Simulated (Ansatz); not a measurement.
# Si on Rh(111): change of the work function, part 2 of 2

Aim: the work function of Rh(111) at several coverages of Si (fcc site), and the dipole that each adsorbate carries.

Ansatz 0.2.0; plane-wave DFT, PBE, Ansatz PAW.

So far, work function, upper face (eV): step 2 (the clean slab) 5.17; step 3 (37 atoms, coverage 0.111 ML, cell 3x3) 5.04; step 4 (17 atoms, coverage 0.25 ML, cell 2x2) 4.91.

## 5. The covered slab, k-mesh 6×6×1, coverage 0.5 ML

System of this step: Si/Rh(111). The cell holds 18 atoms: 16 Rh and 2 Si. Its edges and angles: a = 5.374 Å, b = 5.374 Å, c = 26.668 Å, α = 90.0°, β = 90.0°, γ = 60.0°. Vacuum lies along c.

Input file input.yaml:

```yaml
crystal:
  lattice:
    - [5.374011537, -1.0e-10, 0.0]
    - [2.6870057685, 4.6540305112, 0.0]
    - [0.0, 0.0, 26.6676223412]
  atoms:
    - { symbol: Rh, position: [0.0, 0.0, 0.3374879052] }
    - { symbol: Rh, position: [0.1666666667, 0.1666666667, 0.4197573701] }
    - { symbol: Rh, position: [0.3333333333, 0.3333333333, 0.5018853155] }
    - { symbol: Rh, position: [0.0, 0.0, 0.5839969635] }
    - { symbol: Rh, position: [0.0, 0.5, 0.3374879052] }
    - { symbol: Rh, position: [0.1666666667, 0.6666666667, 0.4197573701] }
    - { symbol: Rh, position: [0.3333333333, 0.8333333333, 0.5018853155] }
    - { symbol: Rh, position: [0.0, 0.5, 0.5839969635] }
    - { symbol: Rh, position: [0.5, 0.0, 0.3374879052] }
    - { symbol: Rh, position: [0.6666666667, 0.1666666667, 0.4197573701] }
    - { symbol: Rh, position: [0.8333333333, 0.3333333333, 0.5018853155] }
    - { symbol: Rh, position: [0.5, 0.0, 0.5839969635] }
    - { symbol: Rh, position: [0.5, 0.5, 0.3374879052] }
    - { symbol: Rh, position: [0.6666666667, 0.6666666667, 0.4197573701] }
    - { symbol: Rh, position: [0.8333333333, 0.8333333333, 0.5018853155] }
    - { symbol: Rh, position: [0.5, 0.5, 0.5839969635] }
    - { symbol: Si, position: [0.1666666667, 0.1666666667, 0.6625120948] }
    - { symbol: Si, position: [0.6666666667, 0.1666666667, 0.6625120948] }
kpoints:
  mp_grid: { grid: [6, 6, 1] }
hamiltonian:
  xc: pbe
scf:
  occupations: { method: fermi_dirac, width: 0.1 }
  convergence: { dr2_threshold: 1.0e-08 }
efield:
  axis: 3
  dipole_correction: true
  ramp_position: 0.97
  ramp_width: 0.06
relax:
  f_tol: 0.02
  max_steps: 60
  constraints: [{ sites: [0, 1, 4, 5, 8, 9, 12, 13] }]
output:
  dos: { projected: true, e_range: [-8, 4] }
  write_potential: true
  write_density: true
  volumetric_format: npy
  elf: true
```

Launch:

```
$ ansatz run input.yaml --threads 4 --pin off --max-ram 16384MiB --backend cpu --events-out ev --progress --plain --runs-dir out
```

It took 3.9 min on 4 threads of Arm Neoverse V1, shared host; peak memory 3 GiB; 15 min of CPU time.

The steps of the relaxation:

| step | energy less that of the first step (eV) | largest force component (eV/Å) |
| --- | --- | --- |
| 1 | 0.0000 | 1.7376 |
| 2 | -0.6186 | 0.3356 |
| 3 | -0.6467 | 0.1553 |
| 4 | -0.6512 | 0.0281 |
| 5 | -0.6518 | 0.0133 |

Forces are held to the 4 operations that the program found; a distortion that breaks them can't arise in this run.

The atoms that moved most (Å):

| atom | dx | dy | dz | length |
| --- | --- | --- | --- | --- |
| Si17 | 0.000 | 0.062 | -0.199 | 0.208 |
| Si18 | 0.000 | 0.062 | -0.199 | 0.208 |
| Rh4 | 0.000 | -0.056 | 0.100 | 0.114 |
| Rh12 | 0.000 | -0.056 | 0.100 | 0.114 |
| Rh16 | 0.000 | -0.012 | 0.079 | 0.080 |
| Rh8 | 0.000 | -0.012 | 0.079 | 0.080 |
| Rh3 | 0.000 | -0.009 | 0.024 | 0.026 |
| Rh11 | 0.000 | -0.009 | 0.024 | 0.026 |

The relaxed structure:

```xyz
18
Lattice="5.3740 0.0000 0.0000 2.6870 4.6540 0.0000 0.0000 0.0000 26.6676" Properties=species:S:1:pos:R:3
Rh    0.0000    0.0000    9.0000
Rh    1.3435    0.7757   11.1939
Rh    2.6870    1.5426   13.4084
Rh    0.0000   -0.0558   15.6735
Rh    1.3435    2.3270    9.0000
Rh    2.6870    3.1027   11.1939
Rh    4.0305    3.8759   13.3603
Rh    1.3435    2.3155   15.6529
Rh    2.6870    0.0000    9.0000
Rh    4.0305    0.7757   11.1939
Rh    5.3740    1.5426   13.4084
Rh    2.6870   -0.0558   15.6735
Rh    4.0305    2.3270    9.0000
Rh    5.3740    3.1027   11.1939
Rh    6.7175    3.8759   13.3603
Rh    4.0305    2.3155   15.6529
Si    1.3435    0.8375   17.4689
Si    4.0305    0.8375   17.4689
```

The relaxation took 5 steps and lowered the energy by 0.65 eV; the largest force on the free atoms ends at 0.013 eV/Å.

The covered face has 4.89 eV, -0.27 eV against the clean one; the bare back face has moved by -0.03 eV, a measure of how thin the slab is.

## 6. The covered slab, k-mesh 12×12×1, coverage 1 ML

System of this step: Si/Rh(111). The cell holds 5 atoms: 4 Rh and 1 Si. Cell: a = 2.687 Å, b = 2.687 Å, c = 26.668 Å, α = 90.0°, β = 90.0°, γ = 60.0°. Vacuum lies along c.

input.yaml, the sections that differ from step 5:

```yaml
crystal:
  lattice:
    - [2.6870057685, 0.0, 0.0]
    - [1.3435028843, 2.3270152556, 0.0]
    - [0.0, 0.0, 26.6676223412]
  atoms:
    - { symbol: Rh, position: [0.0, 0.0, 0.3374879052] }
    - { symbol: Rh, position: [0.3333333333, 0.3333333333, 0.4197573701] }
    - { symbol: Rh, position: [0.6666666667, 0.6666666667, 0.5018853155] }
    - { symbol: Rh, position: [0.0, 0.0, 0.5839969635] }
    - { symbol: Si, position: [0.3333333333, 0.3333333333, 0.6625120948] }
kpoints:
  mp_grid: { grid: [12, 12, 1] }
relax:
  f_tol: 0.02
  max_steps: 60
  constraints: [{ sites: [0, 1] }]
output:
  write_potential: true
  write_density: true
  volumetric_format: npy
# hamiltonian, scf, efield: as in step 5
```

It took 15 s on 4 threads; peak memory 0.5 GiB; 58 s of CPU time.

Relaxation path:

| step | energy less that of the first step (eV) | largest force component (eV/Å) |
| --- | --- | --- |
| 1 | 0.0000 | 1.2280 |
| 2 | -0.0708 | 0.3641 |
| 3 | -0.0774 | 0.2784 |
| 4 | -0.0825 | 0.0064 |

The run keeps the 6 symmetry operations that the program found, so distortions that break them were not tested.

The atoms that moved most (Å):

| atom | dx | dy | dz | length |
| --- | --- | --- | --- | --- |
| Rh4 | 0.000 | 0.000 | 0.118 | 0.118 |
| Si5 | 0.000 | 0.000 | -0.025 | 0.025 |

Final coordinates:

```cif
data_structure
_symmetry_space_group_name_H-M 'P 1'
_symmetry_Int_Tables_number 1
_cell_length_a 2.6870
_cell_length_b 2.6870
_cell_length_c 26.6676
_cell_angle_alpha 90.000
_cell_angle_beta 90.000
_cell_angle_gamma 60.000
_cell_volume 166.74
loop_
_atom_site_label
_atom_site_type_symbol
_atom_site_fract_x
_atom_site_fract_y
_atom_site_fract_z
_atom_site_occupancy
Rh1 Rh 0.00000 0.00000 0.33749 1
Rh2 Rh 0.33333 0.33333 0.41976 1
Rh3 Rh 0.66667 0.66667 0.50207 1
Rh4 Rh 0.00000 0.00000 0.58844 1
Si5 Si 0.33333 0.33333 0.66158 1
```

The relaxation took 4 steps and lowered the energy by 0.083 eV; the largest force on the free atoms ends at 0.0064 eV/Å.

The covered face has 4.93 eV, -0.24 eV against the clean one; the bare back face has moved by -0.07 eV, a measure of how thin the slab is.

## 7. Work function against coverage

This step: plane-wave DFT, PBE, Ansatz PAW; work function against coverage (Ansatz 0.2.0).

The runs are now put side by side.

Numbers from this step:

* work function of the clean face: 5.167 eV
* largest change of the work function: -0.2733 eV

The work function of the covered face by coverage:

| coverage (adsorbates/nm²) | work function of the covered face (eV) |
| --- | --- |
| 0.00 | 5.17 |
| 1.78 | 5.04 |
| 4.00 | 4.91 |
| 8.00 | 4.89 |
| 15.99 | 4.93 |

The dipole per adsorbate comes from the change of the cell's dipole. Coverage, by row:

| coverage (1/nm²) | coverage (ML) | work function (eV) | change (eV) | dipole per adsorbate, positive end outwards (debye) | mean height of the added atoms over the highest substrate atom (Å) |
| --- | --- | --- | --- | --- | --- |
| 1.777 | 0.1111 | 5.037 | -0.1308 | 0.171 | 1.7 |
| 3.998 | 0.25 | 4.913 | -0.2542 | 0.14 | 1.716 |
| 7.997 | 0.5 | 4.894 | -0.2733 | 0.079 | 1.795 |
| 15.99 | 1 | 4.926 | -0.2412 | 0.029 | 1.951 |

## 8. Summary of results

```
work function of the clean face                        : 5.17 eV
work function at 0.11 ML                               : 5.04 eV
work function at 0.25 ML                               : 4.91 eV
work function at 0.5 ML                                : 4.89 eV
work function at 1 ML                                  : 4.93 eV
dipole per adsorbate at 0.11 ML, positive end outwards : 0.17 D
```

At the lowest coverage Si changes the work function of Rh(111) by under 0.15 eV, within the error of so thin a slab; the largest change, -0.27 eV, comes at higher coverage. The slab has 4 layers, at the tabulated experimental lattice constant, one starting site was run, and quantum-size effects of a slab this thin can reach one or two tenths of an eV.

[Long decimals in the printed logs are rounded to 6 places.]

[Logs are printed without paths, hosts, clocks, repeated set-up lines and the standing remarks that a program may print on its own settings, such as how far it seeks lower states.]

[Hosts, paths, dates, database ids (printed as entryN), source tags and the programs' standing remarks are cut or masked in the printed files.]

[Maps of the electrostatic potential energy from Ansatz leave out the sawtooth potential of an applied field or a dipole correction, so their vacuum need not be flat; planar profiles and work functions include it.]
